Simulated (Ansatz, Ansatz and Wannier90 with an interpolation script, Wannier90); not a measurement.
Planning a run of Ansatz 0.2.0 on AlN (F-43m). The input:

```yaml
crystal:
  lattice:
    - [0.0, 2.18399356, 2.18399356]
    - [2.18399356, 0.0, 2.18399356]
    - [2.18399356, 2.18399356, 0.0]
  atoms:
    - { symbol: Al, position: [0.0, 0.0, 0.0] }
    - { symbol: "N", position: [0.25, 0.25, 0.25] }
kpoints:
  mp_grid: { grid: [10, 10, 10] }
hamiltonian:
  xc: lda
scf:
  occupations: { method: fixed }
gw:
  n_empty_bands: 44
  ecut_chi: 96
  qp_bands: [v3, c1]
  screening: { model: contour_deformation }
```

```sh
ansatz run input.yaml --threads 12 --pin off --max-ram 22118MiB --backend cpu --events-out ev --progress --plain --runs-dir out
```

**Question.** Estimate wall time and host memory on 12 threads of Arm Neoverse V2, shared host.

It took 84 s; on shared hardware allow 42 s to 2.8 min. Peak host memory was 0.34 GiB. The sizes that set the cost: 411 plane waves a state, 47 irreducible k points, 48 bands summed, 59 plane waves in the screening and 6 SCF cycles.

The screening grows as filled bands × empty bands × pairs of k points, times the square of the screening basis for the matrix.

[Paths, hosts, dates, memory and timing lines, banners, echoed tables and standing remarks are left out of the program output.]

[Logs are printed without paths, hosts, clocks, repeated set-up lines and the standing remarks that a program may print on its own settings, such as how far it seeks lower states.]

[Runs of the session that timed out or met a known fault of the program may be left out.]

[Hosts, paths, dates, database ids (printed as entryN), source tags and the programs' standing remarks are cut or masked in the printed files.]
